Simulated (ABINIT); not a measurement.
An input for ABINIT 10.8.3 (TePb (Fm-3m)):

```
acell 3*1.0 Angstrom
rprim 
  -0.000000000000 3.231000000000 3.231000000000
  3.231000000000 0.000000000000 3.231000000000
  3.231000000000 3.231000000000 0.000000000000
ntypat 2
znucl 52 82
natom 2
typat 1 2
xred 
  0.500000000000 0.500000000000 0.500000000000
  0.000000000000 0.000000000000 0.000000000000
pp_dirpath "pseudos"
pseudos "Te.upf, Pb.upf"
ecut 39
ngkpt 4 4 4
nshiftk 1
shiftk 0 0 0
kptopt 1
chksymbreak 0
istwfk *1
occopt 1
irdwfk 1
optdriver 4
nband 176
gwcalctyp 28
ecutsigx 39
symsigma 0
nkptgw 8
kptgw 
  0.0000000000 0.0000000000 0.0000000000
  0.2500000000 0.0000000000 0.0000000000
  0.5000000000 0.0000000000 0.0000000000
  0.2500000000 0.2500000000 0.0000000000
  0.5000000000 0.2500000000 0.0000000000
  -0.2500000000 0.2500000000 0.0000000000
  0.5000000000 0.5000000000 0.0000000000
  -0.2500000000 0.5000000000 0.2500000000
bdgw 
  19 30
  19 30
  19 30
  19 30
  19 30
  19 30
  19 30
  19 30
ecuteps 6
irdscr 1
ppmodel 1
irdqps 1
rhoqpmix 0.3
indata_prefix "in"
outdata_prefix "out"
tmpdata_prefix "tmp"
```

```sh
OMP_NUM_THREADS=1 mpirun -n 8 abinit run.abi > log
```

**Question.** Estimate wall time and host memory on 8 MPI ranks of AMD EPYC 9R45, shared host.

It took 2.6 min; on shared hardware allow 77 s to 5.1 min. Peak host memory was 3.8 GiB.

[Paths, hosts, dates, memory and timing lines, banners, echoed tables and standing remarks are left out of the program output.]

[Logs are printed without paths, hosts, clocks, repeated set-up lines and the standing remarks that a program may print on its own settings, such as how far it seeks lower states.]

[Runs of the session that timed out or met a known fault of the program may be left out.]

[Hosts, paths, dates, database ids (printed as entryN), source tags and the programs' standing remarks are cut or masked in the printed files.]

[G0W0 gaps are taken among the corrected bands and points alone; a level outside them can change the order at an edge.]

[Where Ansatz stands beside ABINIT at settings called matched, ABINIT's density can come from a denser mesh and the files from another edition; pairs whose starting gaps differed by over 0.03 eV were left out, so agreement reads better than it is.]
